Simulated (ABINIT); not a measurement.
An input for ABINIT 10.8.3 (SiO2 (Stishovite)):

```
acell 3*1.0 Angstrom
rprim 
  4.177300000000 0.000000000000 0.000000000000
  0.000000000000 4.177300000000 0.000000000000
  0.000000000000 0.000000000000 2.665200000000
ntypat 2
znucl 14 8
natom 6
typat 1 1 2 2 2 2
xred 
  0.000000000000 0.000000000000 0.000000000000
  0.500000000000 0.500000000000 0.500000000000
  0.305900000000 0.305900000000 0.000000000000
  0.194100000000 0.805900000000 0.500000000000
  0.694100000000 0.694100000000 0.000000000000
  0.805900000000 0.194100000000 0.500000000000
pp_dirpath "pseudos"
pseudos "Si.upf, O.upf"
ecut 36
ngkpt 4 4 4
nshiftk 1
shiftk 0 0 0
kptopt 1
chksymbreak 0
istwfk *1
occopt 1
irdwfk 1
optdriver 4
nband 115
gwcalctyp 2
ecutsigx 36
symsigma 1
nkptgw 18
kptgw 
  0.0000000000 0.0000000000 0.0000000000
  0.2500000000 0.0000000000 0.0000000000
  0.5000000000 0.0000000000 0.0000000000
  0.2500000000 0.2500000000 0.0000000000
  0.5000000000 0.2500000000 0.0000000000
  0.5000000000 0.5000000000 0.0000000000
  0.0000000000 0.0000000000 0.2500000000
  0.2500000000 0.0000000000 0.2500000000
  0.5000000000 0.0000000000 0.2500000000
  0.2500000000 0.2500000000 0.2500000000
  0.5000000000 0.2500000000 0.2500000000
  0.5000000000 0.5000000000 0.2500000000
  0.0000000000 0.0000000000 0.5000000000
  0.2500000000 0.0000000000 0.5000000000
  0.5000000000 0.0000000000 0.5000000000
  0.2500000000 0.2500000000 0.5000000000
  0.5000000000 0.2500000000 0.5000000000
  0.5000000000 0.5000000000 0.5000000000
bdgw 
  5 22
  5 22
  5 22
  5 22
  5 22
  5 22
  5 22
  5 22
  5 22
  5 22
  5 22
  5 22
  5 22
  5 22
  5 22
  5 22
  5 22
  5 22
ecuteps 4.8
irdscr 1
indata_prefix "in"
outdata_prefix "out"
tmpdata_prefix "tmp"
```

```sh
OMP_NUM_THREADS=1 mpirun -n 4 abinit run.abi > log
```

**Question.** Estimate wall time and host memory on 4 MPI ranks of Arm Neoverse V2, shared host.

It took 3.8 min; on shared hardware allow 1.9 min to 7.6 min. Peak host memory was 2.1 GiB.

[Paths, hosts, dates, memory and timing lines, banners, echoed tables and standing remarks are left out of the program output.]

[Logs are printed without paths, hosts, clocks, repeated set-up lines and the standing remarks that a program may print on its own settings, such as how far it seeks lower states.]

[Runs of the session that timed out or met a known fault of the program may be left out.]

[Hosts, paths, dates, database ids (printed as entryN), source tags and the programs' standing remarks are cut or masked in the printed files.]

[G0W0 gaps are taken among the corrected bands and points alone; a level outside them can change the order at an edge.]

[Where Ansatz stands beside ABINIT at settings called matched, ABINIT's density can come from a denser mesh and the files from another edition; pairs whose starting gaps differed by over 0.03 eV were left out, so agreement reads better than it is.]
